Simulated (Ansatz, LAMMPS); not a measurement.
# Electronic structure of glassy 96B2O3-4CaO (mol %) (117 atoms)

What does DFT give for glassy 96B2O3-4CaO (mol %) (117 atoms) as built?

Calculated with Ansatz 0.2.0; Kohn-Sham DFT, PBE, PAW (set soft_2), plane waves.

## Step 1: The starting structure

The cell holds 117 atoms: 46 B, 1 Ca and 70 O. Cell: a = 11.041 Å, b = 11.041 Å, c = 11.041 Å, α = 90.0°, β = 90.0°, γ = 90.0°. 117 atoms (46 B, 1 Ca, 70 O) placed at random at 1.97 g/cm³, melted at 3000 K for 20 ps at fixed volume with the Buckingham and Coulomb pair potential of Guillot and Sator (Geochim. Cosmochim. Acta 71, 1249 (2007)) with the boron terms of Wang et al. (J. Non-Cryst. Solids 498, 294 (2018)). Quenched from 3000 K to 300 K at 30 K/ps and fixed volume, held 10 ps at zero pressure, then minimised at fixed cell.

What the set-up can't give: The quench rate of 30 K/ps far exceeds what a furnace or splat quench reaches, so expect more defects and frozen-in strain than in a real sample. The starting topology of bonds comes from the classical model, and needn't be the one that DFT or experiment would give. The Brillouin zone is sampled at Γ only, in a cell whose shortest periodic width is 11 Å.

## Step 2: The classical run that made the cell

A classical potential supplies the starting structure, since it reaches far longer times than DFT.

This step: classical MD, Buckingham and Coulomb pair potential of Guillot and Sator (Geochim. Cosmochim. Acta 71, 1249 (2007)) with the boron terms of Wang et al. (J. Non-Cryst. Solids 498, 294 (2018)) (LAMMPS 22 Jul 2025 - Update 4).

File in.lmp:

```
# melt-quench of B46Ca1O70
units metal
atom_style charge
boundary p p p
region box block 0 11.1882 0 11.1882 0 11.1882
create_box 3 box
mass 1 10.8100   # B
mass 2 40.0780   # Ca
mass 3 15.9990   # O
create_atoms 1 random 46 714032 NULL overlap 1.5 maxtry 2000
create_atoms 2 random 1 714039 NULL overlap 1.5 maxtry 2000
create_atoms 3 random 70 714046 NULL overlap 1.5 maxtry 2000
pair_style buck/coul/long 9.0
pair_coeff * * 0.0 1.0 0.0
pair_coeff 1 3 206941.81 0.124 35.0018   # B-O
pair_coeff 2 3 155667.70 0.178 42.2597   # Ca-O
pair_coeff 3 3 9022.79 0.265 85.0921   # O-O
pair_coeff 1 1 484.40 0.35 0.0   # B-B
set type 1 charge 1.4175
set type 2 charge 0.945
set type 3 charge -0.945
kspace_style pppm 1.0e-4
neigh_modify delay 0 every 1 check yes
thermo_style custom step time temp pe press density
thermo_modify norm yes
timestep 0.001
thermo 100
min_style cg
minimize 1e-4 1e-4 200 2000
reset_timestep 0
velocity all create 3000 714033 mom yes dist gaussian
fix lim all nve/limit 0.05
fix lan all langevin 3000 3000 0.1 714034 zero yes
thermo 500
# [... 11 lines left out ...]
thermo 3333
fix md all npt temp 300 300 0.1 iso 0 0 1
run 10000 post no
unfix md
thermo 100
min_style cg
minimize 0 1e-3 2000 20000
write_dump all custom glass.dump id type xs ys zs modify sort id
```

The run is started by

```
$ lmp -in in.lmp -log none -nocite
```

What it wrote:

```text
LAMMPS (22 Jul 2025 - Update 4)
Created orthogonal box = (0 0 0) to (11.1882 11.1882 11.1882)
Created 46 atoms
Created 1 atoms
Created 70 atoms
PPPM initialization ...
  G vector (1/distance) = 0.32344326
  grid = 9 9 9
  estimated relative force accuracy = 7.5586921e-05
   Step          Time           Temp          PotEng         Press         Density
         0   0              0              1.373413       1411970.7      1.9649936
       100   0.1            0             -11.450957     -28704.944      1.9649936
       127   0.127          0             -11.527795     -17627.128      1.9649936
Loop time of 0.0941239 s on 1 MPI rank(s) for 127 steps with 117 atoms
[... 39 lines left out ...]
    119988   119.988        287.76737     -11.755629     -4954.7335      1.9995791
    121000   121            302.14921     -11.752213     -5628.0307      2.044622
Loop time of 3.63419 s on 1 MPI rank(s) for 10000 steps with 117 atoms
   Step          Time           Temp          PotEng         Press         Density
    121000   121            302.14921     -11.752212     -5627.4336      2.044622
    121077   121.077        302.14921     -11.791177     -675.3511       2.044622
Loop time of 0.0787238 s on 1 MPI rank(s) for 77 steps with 117 atoms
Minimization stats:
  Stopping criterion = linesearch alpha is zero
  Energy initial, next-to-last, final =
     -11.7522121815917  -11.7911774336931  -11.7911774336931
  Force two-norm initial, final = 23.634687 0.16860833
  Iterations, force evaluations = 77 183
```

Wall time 40 s (1 thread of AMD EPYC 9R45, shared host); peak memory 0.077 GiB.

## Step 3: Plane-wave single point

The electrons are solved once, with the atoms held.

File input.yaml:

```yaml
crystal:
  lattice:
    - [11.04103, 0.0, 0.0]
    - [0.0, 11.04103, 0.0]
    - [0.0, 0.0, 11.04103]
  atoms:
    - { symbol: B, position: [0.52729, 0.35068, 0.28751] }
    - { symbol: B, position: [0.12879, 0.15716, 0.23759] }
    - { symbol: B, position: [0.19976, 0.47559, 0.52826] }
    - { symbol: B, position: [0.06315, 0.56624, 0.09437] }
    - { symbol: B, position: [0.96098, 0.20142, 0.91446] }
    - { symbol: B, position: [0.26925, 0.88278, 0.44082] }
    - { symbol: B, position: [0.50524, 0.6314, 0.03193] }
    - { symbol: B, position: [0.62433, 0.63728, 0.72215] }
    - { symbol: B, position: [0.26202, 0.34316, 0.13728] }
    - { symbol: B, position: [0.91089, 0.52552, 0.67687] }
    - { symbol: B, position: [0.51245, 0.1329, 0.18825] }
    - { symbol: B, position: [0.29654, 0.12412, 0.71688] }
    - { symbol: B, position: [0.74548, 0.02957, 0.78994] }
    - { symbol: B, position: [0.67867, 0.05887, 0.01997] }
    - { symbol: B, position: [0.87092, 0.78457, 0.34472] }
    - { symbol: B, position: [0.06448, 0.81592, 0.07626] }
    - { symbol: B, position: [0.32968, 0.57347, 0.20086] }
    - { symbol: B, position: [0.45492, 0.17128, 0.54709] }
    - { symbol: B, position: [0.05553, 0.72954, 0.65705] }
    - { symbol: B, position: [0.84034, 0.90054, 0.13282] }
    - { symbol: B, position: [0.16221, 0.33356, 0.70327] }
    - { symbol: B, position: [0.89832, 0.38049, 0.48148] }
    - { symbol: B, position: [0.96079, 0.91784, 0.53604] }
    - { symbol: B, position: [0.9146, 0.1933, 0.15899] }
    - { symbol: B, position: [0.62651, 0.72945, 0.27116] }
    - { symbol: B, position: [0.63039, 0.76461, 0.51019] }
    - { symbol: B, position: [0.62811, 0.01036, 0.56852] }
    - { symbol: B, position: [0.46779, 0.91131, 0.2936] }
    - { symbol: B, position: [0.2392, 0.11486, 0.46278] }
    - { symbol: B, position: [0.25858, 0.68856, 0.79267] }
    - { symbol: B, position: [0.40002, 0.28616, 0.93738] }
    - { symbol: B, position: [0.00638, 0.15792, 0.48333] }
    - { symbol: B, position: [0.81841, 0.39148, 0.84468] }
    - { symbol: B, position: [0.75576, 0.37596, 0.19829] }
    - { symbol: B, position: [0.19792, 0.66632, 0.38529] }
    - { symbol: B, position: [0.44446, 0.81843, 0.89138] }
    - { symbol: B, position: [0.12308, 0.03291, 0.83901] }
    - { symbol: B, position: [0.39655, 0.04455, 0.94694] }
    - { symbol: B, position: [0.23704, 0.98078, 0.13031] }
    - { symbol: B, position: [0.80869, 0.69459, 0.88059] }
    - { symbol: B, position: [0.9493, 0.54648, 0.30849] }
    - { symbol: B, position: [0.4299, 0.39465, 0.50299] }
    - { symbol: B, position: [0.94527, 0.8854, 0.83357] }
    - { symbol: B, position: [0.57483, 0.45717, 0.87484] }
    - { symbol: B, position: [0.17099, 0.48295, 0.89799] }
    - { symbol: B, position: [0.74802, 0.59247, 0.09976] }
    - { symbol: Ca, position: [0.58042, 0.22449, 0.75648] }
    - { symbol: O, position: [0.93528, 0.17566, 0.0355] }
    - { symbol: O, position: [0.37976, 0.87994, 0.37885] }
    - { symbol: O, position: [0.8715, 0.44586, 0.58672] }
    - { symbol: O, position: [0.23941, 0.58347, 0.86175] }
    - { symbol: O, position: [0.05616, 0.13876, 0.85998] }
    - { symbol: O, position: [0.17233, 0.71438, 0.70367] }
    - { symbol: O, position: [0.95507, 0.88024, 0.08282] }
    - { symbol: O, position: [0.81988, 0.8431, 0.24388] }
    - { symbol: O, position: [0.60669, 0.68788, 0.60784] }
    - { symbol: O, position: [0.48106, 0.24946, 0.22616] }
    - { symbol: O, position: [0.40982, 0.11577, 0.66281] }
    - { symbol: O, position: [0.79026, 0.47701, 0.13018] }
    - { symbol: O, position: [0.24016, 0.03996, 0.79256] }
    - { symbol: O, position: [0.87617, 0.49374, 0.7953] }
    - { symbol: O, position: [0.62854, 0.89058, 0.52767] }
    - { symbol: O, position: [0.56989, 0.53302, 0.98474] }
    - { symbol: O, position: [0.4572, 0.94391, 0.90024] }
    - { symbol: O, position: [0.29372, 0.45294, 0.19042] }
    - { symbol: O, position: [0.47606, 0.36882, 0.88092] }
    - { symbol: O, position: [0.31978, 0.02626, 0.04642] }
    - { symbol: O, position: [0.48254, 0.30096, 0.57127] }
    - { symbol: O, position: [0.50806, 0.74157, 0.96908] }
    - { symbol: O, position: [0.41468, 0.16364, 0.90727] }
    - { symbol: O, position: [0.32462, 0.45492, 0.53854] }
    - { symbol: O, position: [0.65624, 0.71854, 0.39473] }
    - { symbol: O, position: [0.17256, 0.87639, 0.10148] }
    - { symbol: O, position: [0.35565, 0.76507, 0.81852] }
    - { symbol: O, position: [0.15596, 0.38736, 0.81713] }
    - { symbol: O, position: [0.47637, 0.02949, 0.25066] }
    - { symbol: O, position: [0.88652, 0.28516, 0.85589] }
    - { symbol: O, position: [0.35223, 0.17015, 0.46246] }
    [... 33 atom lines left out ...]
    - { symbol: O, position: [0.1915, 0.78346, 0.43236] }
    - { symbol: O, position: [0.69354, 0.39232, 0.86519] }
    - { symbol: O, position: [0.12766, 0.17205, 0.44431] }
    - { symbol: O, position: [0.10787, 0.48657, 0.00738] }
    - { symbol: O, position: [0.90914, 0.76631, 0.85291] }
    - { symbol: O, position: [0.81912, 0.26716, 0.19338] }
kpoints:
  mp_grid: { grid: [1, 1, 1] }
hamiltonian:
  xc: pbe
scf:
  occupations: { method: fixed }
output:
  forces: true
  stress: true
  populations: true
  dos:
    method: { smearing: { sigma: 0.1 } }
    de: 0.1
    projected: { site_lists: { B: [B], Ca: [Ca], O: [O] } }
  eigenvalues: true
  write_density: true
  write_potential: true
  volumetric_format: npy
```

The run is started by

```
$ ansatz run input.yaml --threads 8 --pin off --max-ram 15872MiB --backend cpu --events-out ev --progress --plain --runs-dir out
```

What it wrote:

```text
Engine: ansatz 0.2.0, x86_64-unknown-linux-gnu
Pseudopotentials: kind: paw
Pseudopotential: B, paw, valence charge 3, recommended cutoff 420 eV (normal), B.paw.azcp
Pseudopotential: Ca, paw, valence charge 10, recommended cutoff 420 eV (normal), Ca.paw.azcp
Pseudopotential: O, paw, valence charge 6, recommended cutoff 420 eV (normal), O.paw.azcp
[... 5 lines on functional and potentials left out ...]
Crystal: 117 atoms, lattice volume = 1345.950 Å³
Basis set: ecut = 420 eV, 26193 PW (Γ), exchange–correlation on 150×150×150 points (8 copies of the dense FFT grid, shifted against one another)
Bands: 401, of which v1, the nominal top of the filled ones, is band 284 counted from 1 (283 counted from 0)
Symmetry: 1 space group operations
Space group: P1 (ITA 1), of the structure as read, at distance tolerance 1.1e-4 Å
k-points: 1
[... 7 lines on functional and potentials left out ...]
Initial density: superposition of atomic densities (neutral atoms: chi_scale 0, normalization atom), corrected by the library's trained network
Initial wavefunctions: pseudopotential atomic-orbital guess
Functional: x = pbe(κ = 0.804, μ = 0.219515), c = pbe(β = 0.066725)
SCF iter   1: F=—  HF=-48798.696467 eV  |F-HF|=—  |Δ(HF+E_count)|=         —  Δρ=4.18e-3  dr2=1.94e-1  ethr=1.77e-3  ⟨swp⟩=8.0  Hψ=1421  notcnv=0  defer=115
preconditioner: auto → Resta (q_TF=auto, 2.363 Å⁻¹)  ε∞=3.1  [insulator: Δε(μ)=4.316 eV  Ē_g=16.794 eV  n_scr=304 (ndim 8)  ℏωp=24.1 eV  f_vac=0.180  ε∞_Penn≈3.1]
SCF iter   2: F=—  HF=-48798.700614 eV  |F-HF|=—  |Δ(HF+E_count)|=   4.15e-3  Δρ=1.98e-3  dr2=3.08e-2  ethr=3.42e-5  ⟨swp⟩=3.0  Hψ=745  notcnv=0  defer=115
SCF iter   3: F=—  HF=-48798.708523 eV  |F-HF|=—  |Δ(HF+E_count)|=   7.91e-3  Δρ=8.27e-4  dr2=8.80e-3  ethr=5.43e-6  ⟨swp⟩=3.0  Hψ=477  notcnv=0  defer=115
SCF iter   4: F=—  HF=-48798.710120 eV  |F-HF|=—  |Δ(HF+E_count)|=   1.60e-3  Δρ=1.71e-4  dr2=4.15e-4  ethr=1.55e-6  ⟨swp⟩=3.0  Hψ=505  notcnv=0  defer=115
SCF iter   5: F=—  HF=-48798.710236 eV  |F-HF|=—  |Δ(HF+E_count)|=   1.17e-4  Δρ=1.11e-4  dr2=1.30e-4  ethr=7.31e-8  ⟨swp⟩=2.0  Hψ=575  notcnv=0  defer=115
SCF iter   6: F=—  HF=-48798.710245 eV  |F-HF|=—  |Δ(HF+E_count)|=   9.04e-6  Δρ=2.74e-5  dr2=1.07e-5  ethr=2.29e-8  ⟨swp⟩=2.0  Hψ=575  notcnv=0  defer=115
SCF iter   7: F=—  HF=-48798.707955 eV  |F-HF|=—  |Δ(HF+E_count)|=   2.29e-3  Δρ=8.33e-6  dr2=1.02e-6  ethr=1.89e-9  ⟨swp⟩=2.0  Hψ=611  notcnv=0  defer=115
SCF iter   8: F=—  HF=-48798.707956 eV  |F-HF|=—  |Δ(HF+E_count)|=   6.38e-7  Δρ=6.33e-6  dr2=4.15e-7  ethr=1.79e-10  ⟨swp⟩=2.0  Hψ=575  notcnv=0  defer=115
SCF iter   9: F=-48798.707956 eV  HF=-48798.707956 eV  |F-HF|=1.49e-8  |Δ(HF+E_count)|=   4.63e-8  Δρ=1.28e-6  dr2=2.00e-8  ethr=1.76e-11  ⟨swp⟩=27.0  Hψ=4198  notcnv=0
SCF 1 converged in 9 iterations: F = -48798.707956 eV  dr2 = 2.00e-8
  greatest PAW one-centre occupation: 0.995 electrons in one spin orbital (limit 2), on the Ca atom at site 46 (counted from 0), in its partial waves of l = 0
SCF converged after 9 iterations
Free energy (F): -48798.707956 eV
Harris-Foulkes:  -48798.707956 eV  (|F-HF|=1.49e-8)
Internal energy: -48798.707956 eV  (E = F + TS)
E sigma→0 (E₀):  -48798.707956 eV
Fermi energy:    2.129559 eV
--- Per-component energies (eV) ---
  E_band       = -3589.251154
  E_kinetic    = 14755.123851
  E_local      = -40926.904577  (includes V_loc(G=0)·N_el)
  E_nonlocal   = 3959.295342
  E_hartree    = 14885.039796
  E_xc         = -6682.068782
  E_vxc        = -8384.681076  (∫ρ·V_xc dr)
  E_paw        = -15603.195769  (= ΣΔE_a)
  E_vpaw       = -2762.351063  (= ΣTr[D̂ρ^β])
  E_aug_tail   = 0.179328  (compensation charges beyond the density's cutoff)
  E_ewald      = -19186.177144
  E_smearing   = -0.000000  (= −TS)
  E_closure    = -0.000000  (closes the sum)
  Σ components = -48798.707956   (vs F -48798.707956, Δ=0.00e0)
--- Forces (eV/Å), atoms counted from 1 ---
  atom   1  B      1.52858570    -0.95947603     0.62365148
  atom   2  B      0.47530431     0.25207776    -2.43173317
  atom   3  B      1.37521732    -0.25368809     0.12403704
  atom   4  B      0.17613781     1.64786864     0.29383394
  atom   5  B     -0.24995061    -0.35311337     1.22707433
  atom   6  B      0.60796125     1.23810290    -1.57025844
  atom   7  B     -0.86194481    -1.27343702    -1.52818079
  atom   8  B      0.66065883    -1.03862088     1.44808395
  atom   9  B      0.46086573     0.09407161     0.31478054
  atom  10  B      0.50014415    -0.24259157    -0.30258941
  atom  11  B      0.76209747    -0.80084407     0.95578511
  atom  12  B     -0.80397329     1.35869617    -0.55943153
  atom  13  B      1.84609026    -2.58773946     0.45363906
  atom  14  B      0.40940064    -1.19337139     1.77185409
[...]
atom 116  O      0.55385298     0.52764013     0.35015538
  atom 117  O      0.09106078    -0.07723862     0.40879087
  max |Σ_I F_I| component: 3.78e-5 eV/Å
--- Stress (GPa, compression-positive) ---
       -7.436112       0.881288       2.914549
        0.881286     -12.125336       1.144576
        2.914573       1.144597      -7.005482
  P = ⅓ Tr σ = -8.8556 GPa (-88.556 kbar)
--- Band table (eV) ---
  k-point 0: bands = ["-37.6855", "-19.3433", "-19.1051", "-18.9754", [... 385 levels ...], "13.5669", "13.5913", "13.6232", "13.6370", "13.7205", "13.7541", "13.8237", "13.8625", "13.8704", "13.8959", "13.9549", "14.0139"]
--- Löwdin populations: 117 sites ---
  site symbol       q [e]
     0      B      2.3089
     1      B      2.3166
     2      B      2.3136
[...]
116      O      6.3752
  spilling = 0.008945 (of n_electrons = 568.000000)
```

Wall time 5.4 s (8 threads of AMD EPYC 9R45, shared host); peak memory 1.9 GiB; 38 s of CPU time.

The column dr2 measures how far the density is from self-consistency, as an energy; F and HF (Harris–Foulkes) agree once it is small.

Numbers from this run:

```
free energy                                      : -48798.7080 eV
free energy per atom                             : -417.0830 eV/atom
SCF cycles                                       : 9
pressure                                         : -8.856 GPa
r.m.s. force component                           : 0.7749 eV/Å
longest force                                    : 3.379 eV/Å
Fermi energy                                     : 2.13 eV
gap (highest filled to lowest empty level) : 4.201 eV
spilling of the projection                       : 0.008945
```

Neighbours are counted within 1.83 Å (O-B), 2.83 Å (O-Ca).

Length of the force by element and coordination:

```
element  coordination  atoms  mean length of the force (eV/Å)  spread   least   most
      B           all     46                             1.68   0.692   0.295   3.38
      B             3     44                             1.63   0.654   0.295   3.21
      B             4      2                             2.76   0.623    2.13   3.38
     Ca           all      1                            0.678       0   0.678  0.678
      O           all     70                            0.784   0.464  0.0853   2.14
      O             2     63                            0.688   0.366  0.0853   1.84
      O             3      7                             1.65   0.347    1.10   2.14
```

Löwdin charges by element and coordination (they lack the spilled electrons, 0.043 e an atom on average):

```
element  coordination  atoms  mean charge (e)  spread   least    most
      B           all     46            0.672  0.0241   0.583   0.712
      B             3     44            0.676  0.0169   0.639   0.712
      B             4      2            0.591  0.0073   0.583   0.598
     Ca           all      1             1.83       0    1.83    1.83
      O           all     70           -0.395  0.0308  -0.534  -0.364
      O             2     63           -0.387  0.0161  -0.443  -0.364
      O             3      7           -0.468  0.0356  -0.534  -0.431
```

Density of states as counts of states in windows of 1 eV (from the Fermi level), total and the larger projections:

```
from (eV)  to (eV)  total   O p   B p
      -10       -9   26.3  18.6   2.3
       -9       -8   32.9  22.7   6.1
       -8       -7   50.5  34.2  14.3
       -7       -6   16.2  11.0   4.6
       -6       -5   15.7  10.5   4.7
       -5       -4   39.4  29.1   8.6
       -4       -3   51.6  42.5   6.7
       -3       -2   73.3  67.4   3.6
       -2       -1   73.0  70.3   1.5
       -1        0   25.7  24.9   0.4
        0        1    0.6   0.6   0.0
        1        4    0.0   0.0   0.0
        4        5   15.8   2.0  10.7
```

With fixed occupations the program's Fermi level is the highest filled level; weight inside the gap is the broadening of levels at its edges.

Between -26 and -10 eV lie 161 more states.

The levels nearest the highest filled one (over half full), pooled over k-points and spins:

```
level less the highest filled one (eV)  occupation
                                -0.601           2
                                -0.595           2
                                -0.523           2
                                -0.378           2
                                -0.312           2
                                     0           2
                                  4.20           0
                                  4.54           0
                                  4.61           0
                                  4.75           0
                                  4.81           0
                                  4.85           0
```

(Part 1 of 2 ends here.)

[Long decimals in the printed logs are rounded to 6 places.]

[Logs are printed without paths, hosts, clocks, repeated set-up lines and the standing remarks that a program may print on its own settings, such as how far it seeks lower states.]

[Hosts, paths, dates, database ids (printed as entryN), source tags and the programs' standing remarks are cut or masked in the printed files.]
